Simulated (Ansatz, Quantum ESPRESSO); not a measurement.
# Lattice dynamics of AlN (F-43m) in two programs, part 4 of 4

Aim: the phonon dispersion of AlN (F-43m), checked by a second program.

Quantum ESPRESSO 7.5; DFT PBE, scalar-relativistic, plane waves, GBRV ultrasoft pseudopotentials.

So far. Step 11 (Modes along a direction of q (1 0 0)): The field moves one mode, from 636 to 869 cm⁻¹; the others stay. Step 13 (A changed mass): The top of the path falls from 869 to 712 cm⁻¹, a ratio of 0.82; a mode of that atom alone would give 0.71.

### Step 14. A second program

The same cell goes through another code, with its own cutoff. It uses its own PAW datasets, so the potentials differ. Its k mesh is centred on Γ.

This step: DFT PBE, scalar-relativistic, plane waves, PAW (Ansatz 0.2.0).

File input.yaml:

```yaml
crystal:
  lattice:
    - [-2.202865404, 0.0, 2.202865404]
    - [0.0, 2.202865404, 2.202865404]
    - [-2.202865404, 2.202865404, 0.0]
  atoms:
    - { symbol: Al, position: [0.0, 0.0, 0.0] }
    - { symbol: "N", position: [0.75, 0.75, 0.75] }
kpoints:
  mp_grid: { grid: [8, 8, 8] }
hamiltonian:
  xc: pbe
scf:
  occupations: { method: fixed }
output:
  eigenvalues: true
phonons:
  method: dfpt
  dielectric: true
  rigid_motions: translations
  qmesh: [4, 4, 4]
  temperatures: { t_max: 1000, t_step: 50 }
  qpath:
    path:
      - [[0.0, 0.0, 0.0], [0.0, 0.5, 0.5], [0.0, 0.625, 0.375]]
      - [[-0.375, 0.375, 0.0], [0.0, 0.0, 0.0], [0.0, 0.5, 0.0], [-0.25, 0.5, 0.25], [0.0, 0.5, 0.5]]
    npoints: 12
```

Run with:

```
$ ansatz run input.yaml --threads 2 --pin off --max-ram 4096MiB --backend cpu --events-out ev --progress --plain --runs-dir out
```

Numbers of over 12 decimals in the logs are rounded to 6 here.

Log:

```text
Warning: phonons: the dynamical matrix that this run interpolates holds no multipole term above the dipole-dipole one, and a site of this crystal is no centre of inversion, so its interpolated transverse optical and acoustic branches and sound speeds can stay off near Gamma, and the density of states and the thermodynamics with them. What a run solves at a wave vector of phonons.qpoints, Gamma apart, where the deck admits one, is free of this, and under fd what a larger phonons.supercell samples
Engine: ansatz 0.2.0, x86_64-unknown-linux-gnu
Pseudopotentials: kind: paw
Pseudopotential: Al, paw, valence charge 3, recommended cutoff 420 eV (normal), Al.paw.azcp
Pseudopotential: N, paw, valence charge 5, recommended cutoff 420 eV (normal), N.paw.azcp
Functional definition: PBE
  parameter kappa = 0.804
  parameter beta = 0.066725
  exchange = pbe_x(kappa = kappa, mu = beta*pi^2/3)
  correlation = pbe_c(beta = beta)
Crystal: 2 atoms, lattice volume = 21.379 Å³
Basis set: ecut = 420 eV, 411 PW (Γ), exchange–correlation on 48×48×48 points (8 copies of the dense FFT grid, shifted against one another)
Bands: 8, of which v1, the nominal top of the filled ones, is band 4 counted from 1 (3 counted from 0)
Symmetry: 24 space group operations
k-points: 95 of 512 (irreducible under 4 space group operations, time reversal used)
Non-local potential: Al, projectors of the file, l = 0: 2, l = 1: 2, l = 2: 1
Non-local potential: N, projectors of the file, l = 0: 2, l = 1: 2, l = 2: 1
PAW form: soft (Blöchl's): semilocal exchange-correlation on the pseudo side does not see the compensation charge
PAW one-centre angular grid: Al, 110 points (default); XC on 64 Gauss nodes
PAW one-centre angular grid: N, 110 points (default); XC on 64 Gauss nodes
Initial density: superposition of atomic densities (neutral atoms: chi_scale 0, normalization atom), corrected by the library's trained network
Initial wavefunctions: pseudopotential atomic-orbital guess
Functional: x = pbe(κ = 0.804, μ = 0.219515), c = pbe(β = 0.066725)
SCF iter   1: F=—  HF=-924.210834 eV  |F-HF|=—  |Δ(HF+E_count)|=         —  Δρ=6.97e-4  dr2=3.55e-5  ethr=1.77e-3  ⟨swp⟩=4.7  Hψ=5023  notcnv=0  defer=33
preconditioner: auto → none  [insulator: Δε(μ)=3.313 eV  Ē_g=15.155 eV  n_scr=0 (ndim 8)  ℏωp=22.7 eV  f_vac=0.000  ε∞_Penn≈3.2]
SCF iter   2: F=—  HF=-924.210928 eV  |F-HF|=—  |Δ(HF+E_count)|=   9.41e-5  Δρ=3.33e-4  dr2=8.03e-6  ethr=4.44e-7  ⟨swp⟩=2.0  Hψ=2086  notcnv=0  defer=188
SCF iter   3: F=—  HF=-924.210963 eV  |F-HF|=—  |Δ(HF+E_count)|=   3.57e-5  Δρ=1.64e-4  dr2=4.13e-6  ethr=1.00e-7  ⟨swp⟩=2.0  Hψ=1140  notcnv=0  defer=26
SCF iter   4: F=—  HF=-924.210964 eV  |F-HF|=—  |Δ(HF+E_count)|=   3.07e-7  Δρ=1.72e-5  dr2=1.92e-8  ethr=5.16e-8  ⟨swp⟩=2.6  Hψ=1107  notcnv=0
SCF iter   5: F=—  HF=-924.210963 eV  |F-HF|=—  |Δ(HF+E_count)|=   4.06e-7  Δρ=3.20e-6  dr2=8.73e-10  ethr=2.40e-10  ⟨swp⟩=2.2  Hψ=1089  notcnv=0
SCF iter   6: F=-924.210963 eV  HF=-924.210963 eV  |F-HF|=1.53e-11  |Δ(HF+E_count)|=   1.91e-9  Δρ=2.88e-7  dr2=6.56e-12  ethr=1.25e-12  ⟨swp⟩=6.8  Hψ=3839  notcnv=0
SCF 1 converged in 6 iterations: F = -924.210963 eV  dr2 = 6.56e-12
  greatest PAW one-centre occupation: 0.787 electrons in one spin orbital (limit 2), on the N atom at site 1 (counted from 0), in its partial waves of l = 0
DFPT response loops at Γ: preconditioner auto → none (the input reference at scf.mixing.eps_inf says where Resta's filter doesn't serve); β = 0.50; Broyden in place of MSR1
── the response to a field inside a basis, on 8×8×8 k-points: an SCF that follows is theirs, and a resumed run solves both again ──
Bands: 5, of which v1, the nominal top of the filled ones, is band 4 counted from 1 (3 counted from 0)
k-points: 60 of 512 (irreducible under 6 space group operations, time reversal used)
Initial density: handed on by an earlier stage of this run
Initial wavefunctions: pseudopotential atomic-orbital guess (no wavefunctions were taken with the density)
Eigensolver: Dense (60 Hₖ)
SCF iter   1: F=—  HF=-924.213905 eV  |F-HF|=—  |Δ(HF+E_count)|=         —  Δρ=4.72e-4  dr2=6.06e-6  ethr=1.00e-1
preconditioner: auto → none  [insulator: Δε(μ)=3.564 eV  Ē_g=11.237 eV  n_scr=0 (ndim 8)  ℏωp=22.7 eV  f_vac=0.000  ε∞_Penn≈5.1]
SCF iter   2: F=—  HF=-924.213917 eV  |F-HF|=—  |Δ(HF+E_count)|=   1.19e-5  Δρ=2.30e-4  dr2=1.78e-6  ethr=7.57e-8
SCF iter   3: F=—  HF=-924.213921 eV  |F-HF|=—  |Δ(HF+E_count)|=   4.58e-6  Δρ=8.20e-5  dr2=8.84e-7  ethr=2.22e-8
SCF iter   4: F=-924.213921 eV  HF=-924.213921 eV  |F-HF|=4.73e-9  |Δ(HF+E_count)|=   3.91e-8  Δρ=8.07e-6  dr2=3.67e-9  ethr=1.11e-8
SCF 1 converged in 4 iterations: F = -924.213921 eV  dr2 = 3.67e-9
DFPT response loops at Γ: mixed as the last ones told, above
NSCF: frozen V_eff on 29 k-points
NSCF: frozen V_eff on 576 k-points
DFPT response loops at q = (0, 0, 0.25) (fractional): mixed as the last ones told, above
NSCF: frozen V_eff on 300 k-points
DFPT response loops at q = (0, 0, -0.5) (fractional): mixed as the last ones told, above
NSCF: frozen V_eff on 328 k-points
DFPT response loops at q = (0, 0.25, 0.25) (fractional): mixed as the last ones told, above
NSCF: frozen V_eff on 1024 k-points
DFPT response loops at q = (0, 0.25, -0.5) (fractional): mixed as the last ones told, above
NSCF: frozen V_eff on 576 k-points
DFPT response loops at q = (0, 0.25, -0.25) (fractional): mixed as the last ones told, above
NSCF: frozen V_eff on 190 k-points
DFPT response loops at q = (0, -0.5, -0.5) (fractional): mixed as the last ones told, above
NSCF: frozen V_eff on 328 k-points
DFPT response loops at q = (0.25, -0.5, -0.25) (fractional): mixed as the last ones told, above
SCF converged after 6 iterations
Free energy (F): -924.210963 eV
Harris-Foulkes:  -924.210963 eV  (|F-HF|=1.53e-11)
Internal energy: -924.210963 eV  (E = F + TS)
E sigma→0 (E₀):  -924.210963 eV
Fermi energy:    6.704061 eV
--- Per-component energies (eV) ---
  E_band       = 13.622378
  E_kinetic    = 158.373074
  E_local      = -225.159732  (includes V_loc(G=0)·N_el)
  E_nonlocal   = 55.287442
  E_hartree    = 77.894398
  E_xc         = -101.521228
  E_vxc        = -107.550694  (∫ρ·V_xc dr)
  E_paw        = -595.022448  (= ΣΔE_a)
  E_vpaw       = -23.116614  (= ΣTr[D̂ρ^β])
  E_aug_tail   = 0.000097  (compensation charges beyond the density's cutoff)
  E_ewald      = -294.062566
  E_smearing   = -0.000000  (= −TS)
  E_closure    = -0.000000  (closes the sum)
  Σ components = -924.210963   (vs F -924.210963, Δ=0.00e0)
--- Band table (eV; the first three rows and the last of 95) ---
  k-point 0: bands = ["-8.1168", "6.7041", "6.7041", "6.7041", "10.6645", "19.0317", "19.0317", "19.0317"]
  k-point 1: bands = ["-7.8969", "5.5283", "6.6263", "6.6263", "11.6166", "18.4586", "19.1989", "19.1989"]
  k-point 2: bands = ["-7.2951", "3.4866", "6.4512", "6.4512", "12.9378", "17.4524", "18.8244", "18.8244"]
  k-point 94: bands = ["-5.5382", "1.8861", "4.9627", "4.9627", "10.0151", "15.1690", "20.3148", "22.1029"]
--- Phonons (Γ-DFPT): 2 representative perturbations + reference, on 95 of 512 k-points (Σ response iterations 6) ---
  k mesh reduced under 4 symmetry operations, with k and −k counted as one. Each operation leaves every solved perturbation unchanged. A smaller set is not considered because the run solves the response to a homogeneous field
  ASR residual: 5.970e-5 → 0.000e0 eV/Å²; symmetrization residual: 6.403e-8 eV/Å²
  ASR residual per site (eV/Å²): 3.77e-5 5.97e-5
  Γ frequencies (cm⁻¹): 0.00 0.00 0.00 633.07 633.07 633.07
  ε∞ (high-frequency dielectric tensor):
        4.628337     0.000000     0.000000
        0.000000     4.628337     0.000000
        0.000000     0.000000     4.628337
  ε⁰ (static dielectric tensor: ions relaxed, cell fixed):
        8.676925     0.000000     0.000000
        0.000000     8.676925     0.000000
        0.000000     0.000000     8.676925
  ε⁰ − ε∞ (ionic part):
        4.048589    -0.000000     0.000000
       -0.000000     4.048589     0.000000
        0.000000     0.000000     4.048589
  softest optical mode at Γ: 633.07 cm⁻¹; the repairs (sum rule, projections) moved no ω² at Γ by more than (1.08 cm⁻¹)²
  Born effective charges Z* (e; rows j = field, columns β = displacement):
    site 0:
         2.54955   -0.00000    0.00000
        -0.00000    2.54955   -0.00000
         0.00000    0.00000    2.54955
    site 1:
        -2.54955    0.00000   -0.00000
         0.00000   -2.54955    0.00000
        -0.00000   -0.00000   -2.54955
  Z* charge neutrality: 8.277e-4 e pre-enforcement
  solved inside a basis spanned on kpoints, on 8×8×8 k-points, its susceptibility summed on 12×12×12: ε∞ is read to err by 1.2e-2, Z* by 9.0e-3 e (field_mesh: kpoints solves on kpoints); Z* is corrected for what the basis lacks
  optical modes at Γ without the LO–TO term, one row a degenerate level:
      ω (cm⁻¹)  modes    IR ((D/Å)²/amu)
        633.07      3            48.7932
  optical modes at Γ + LO–TO along q̂ = [1.0000, 0.0000, 0.0000]:
      ω (cm⁻¹)  modes    IR ((D/Å)²/amu)
        633.07      2            32.5288
        866.80      1            16.2644
  optical modes at Γ + LO–TO along q̂ = [0.0000, 1.0000, 0.0000]:
      ω (cm⁻¹)  modes    IR ((D/Å)²/amu)
        633.07      2            32.5288
        866.80      1            16.2644
  optical modes at Γ + LO–TO along q̂ = [0.0000, 0.0000, 1.0000]:
      ω (cm⁻¹)  modes    IR ((D/Å)²/amu)
        633.07      2            32.5288
        866.80      1            16.2644
--- Phonons (arbitrary-q DFPT): 8 irreducible q on the 4×4×4 mesh ---
  q = [0.0000, 0.0000, 0.0000] (star 1, of the zone-centre solve; hermiticity 9.42e-9, symmetrization 3.66e-15): 0.00 0.00 0.00 633.07 633.07 633.07
  q = [0.0000, 0.0000, 0.2500] (star 8, 2 solved perturbations on 288 of 512 k-point pairs; hermiticity 4.56e-8, symmetrization 1.07e-14): 162.71 162.71 357.28 628.67 628.67 811.51
  q = [0.0000, 0.0000, -0.5000] (star 4, 2 solved perturbations on 150 of 512 k-point pairs; hermiticity 5.53e-8, symmetrization 1.08e-14): 225.49 225.49 562.87 622.90 622.90 706.35
  q = [0.0000, 0.2500, 0.2500] (star 6, 4 solved perturbations in 528 linear systems a pass and spin channel, the states on 164 of 512 k-point pairs; hermiticity 3.35e-8, symmetrization 4.22e-15): 242.51 242.51 341.61 636.93 636.93 813.55
  q = [0.0000, 0.2500, -0.5000] (star 24, 4 solved perturbations in 1600 linear systems a pass and spin channel, the states on 512 of 512 k-point pairs; hermiticity 2.89e-8, symmetrization 1.11e-14): 290.13 354.54 493.97 629.78 652.81 716.67
  q = [0.0000, 0.2500, -0.2500] (star 12, 4 solved perturbations in 904 linear systems a pass and spin channel, the states on 288 of 512 k-point pairs; hermiticity 9.43e-8, symmetrization 9.33e-15): 238.44 351.94 444.31 620.72 658.54 741.36
  q = [0.0000, -0.5000, -0.5000] (star 3, 4 solved perturbations in 308 linear systems a pass and spin channel, the states on 95 of 512 k-point pairs; hermiticity 3.99e-8, symmetrization 6.08e-15): 331.65 331.65 572.78 636.49 636.49 693.17
  q = [0.2500, -0.5000, -0.2500] (star 6, 4 solved perturbations in 502 linear systems a pass and spin channel, the states on 164 of 512 k-point pairs; hermiticity 2.87e-8, symmetrization 2.68e-15): 361.91 408.11 494.66 636.00 641.34 695.14
  sum rule: each row above includes the acoustic sum rule's correction from the zone centre's row sums; it moved no ω² by more than (1.08 cm⁻¹)²
  mesh force constants: q→R imaginary residual 3.42e-18; ASR residual 5.970e-5 → 0.000e0 eV/Å²; symmetrization residual 1.066e-14 eV/Å²
  interpolated dispersion: 75 rows × 6 modes
  density of states and harmonic sums: on the 24×24×24 q-mesh, interpolated from the force constants of a 4×4×4 supercell (with the dipole–dipole term)
  largest difference from the sums on the solved wave vectors: F 7.45e-3 eV, S 1.15e-5 and C_V 3.95e-6 eV/K
  zero-point energy: 0.188663 eV/cell   skipped modes (ω ≤ 0): 3   left out of the sums: 3.62e-5 of the cell's modes: C_V's classical limit lies that fraction below 3 k_B per atom; for a crystal, a wire or a layer, F and S can be off by more, and a phonons.interpolated_qmesh denser along its periods is the remedy for the sampling
```

The job ended after 26 s (2 threads of Intel Xeon Platinum 8488C (Sapphire Rapids), shared host; peak memory 0.6 GiB; 51 s of CPU time).

This step gave:

- gap on the k-mesh: 3.311 eV
- sum-rule residual before enforcement: 5.97e-5 eV/Å²
- miss of the charge sum rule: 8.28e-4 e
- estimated error of the dielectric tensor: 0.01223
- estimated error of the Born charges: 0.008992 e
- mean frequency: 507.2 cm⁻¹
- Debye temperature (second moment): 1004 K
- logarithmic mean frequency: 465.2 cm⁻¹
- highest optical zone-centre mode (no LO-TO term): 633.1 cm⁻¹
- lowest optical zone-centre mode: 633.1 cm⁻¹
- mean high-frequency dielectric constant: 4.628
- largest Born charge in size (third of the trace): 2.550 e
- mean static dielectric constant: 8.677
- highest mode moved by the LO-TO term: 866.8 cm⁻¹

Transverse modes. Lines of the infrared spectrum (strongest = 100):

| position (cm⁻¹) | label | IR intensity ((D/Å)²/amu), degenerate modes summed, relative |
| --- | --- | --- |
| 633 | T2 | 100 |

### Step 15. Side by side: QE GBRV and Ansatz, PAW

Worked out from the results:

```yaml
root_mean_square_difference: 2.71 cm⁻¹
largest_difference: 4.37 cm⁻¹
root_mean_square_difference_on_the_path: 2.6 cm⁻¹
largest_difference_on_the_path: 4.4 cm⁻¹
```

The 12 of 45 modes that differ most. Frequencies side by side:

| q (reciprocal lattice) | mode | QE GBRV (cm⁻¹) | Ansatz, PAW (cm⁻¹) |
| --- | --- | --- | --- |
| 0 0 -0.5 | 4 | 626.9 | 622.9 |
| 0 0 -0.5 | 5 | 626.9 | 622.9 |
| 0 0.25 0.25 | 4 | 640.6 | 636.9 |
| 0 0.25 0.25 | 5 | 640.6 | 636.9 |
| 0 0.25 -0.5 | 4 | 633.9 | 629.8 |
| 0 0.25 -0.5 | 5 | 656.6 | 652.8 |
| 0 0.25 -0.25 | 4 | 624.7 | 620.7 |
| 0 0.25 -0.25 | 5 | 662.2 | 658.5 |
| 0 -0.5 -0.5 | 4 | 640.8 | 636.5 |
| 0 -0.5 -0.5 | 5 | 640.8 | 636.5 |
| 0.25 -0.5 -0.25 | 5 | 645.7 | 641.3 |
| 0.25 -0.5 -0.25 | 6 | 699.4 | 695.1 |

The two runs side by side. Further quantities:

| quantity | QE GBRV | Ansatz, PAW |
| --- | --- | --- |
| mean ε∞ | 4.648 | 4.628 |
| largest Born charge in size (e; the first before, the second after the charge sum rule) | 2.558 | 2.55 |

At the solved wavevectors the largest difference (acoustic modes at Γ apart) is 0.5 % of the highest mode.

### Step 16. Summary of results

| Item | Value |
| --- | --- |
| space group after relaxation | F-43m |
| volume per atom | 10.7 Å³ |
| gap on the k-mesh | 3.30 eV |
| highest optical zone-centre mode (no LO-TO term) | 636.3 cm⁻¹ |
| highest mode moved by the LO-TO term | 869.3 cm⁻¹ |
| mean high-frequency dielectric constant | 4.65 |
| largest Born charge in size (third of the trace) | 2.56 e |
| mean static dielectric constant | 8.68 |
| q mesh | 4×4×4 |
| lowest mode on the q mesh (acoustic ones at the zone centre apart) | 162.5 cm⁻¹ |
| zero-point energy per atom | 94.7 meV |
| heat capacity at 300 K | 15.5 J/(mol atoms K) |
| vibrational entropy at 300 K | 10.6 J/(mol atoms K) |
| imaginary modes on the q mesh | none |
| largest difference from Ansatz, PAW | 4.37 cm⁻¹ |

In words: AlN (F-43m) is dynamically stable on the 4×4×4 mesh; its spectrum reaches 869 cm⁻¹. At the PBE level the optical modes of AlN (F-43m) at the zone centre (no LO-TO term) lie at 636 cm⁻¹. Along the directions run, the highest mode that the macroscopic field moves lies at 869 cm⁻¹. Lattice motion raises the mean dielectric constant from 4.648 to 8.676. The Born charge of Al is 2.553 e against a formal charge of +3, somewhat under it. The Lyddane-Sachs-Teller relation holds: (ωLO/ωTO)² is 1.87 and ε₀/ε∞ is 1.87. QE GBRV and Ansatz, PAW differ by 2.7 cm⁻¹ in the root mean square and by 4.4 cm⁻¹ at most, 0.5 % of the highest mode compared (acoustic modes at Γ left out; ph.x's values are those before the sum rule); the two use different potentials, and the cell was not relaxed for the second set. These are harmonic frequencies at zero temperature: anharmonic shifts and linewidths and thermal expansion are left out. The structure comes from a database and need not be the phase that is stable at ambient conditions.

[Host names and launcher messages were left out of these logs when they were recorded.]

[Logs are printed without paths, hosts, clocks, repeated set-up lines and the standing remarks that a program may print on its own settings, such as how far it seeks lower states.]

[Hosts, paths, dates, database ids (printed as entryN), source tags and the programs' standing remarks are cut or masked in the printed files.]
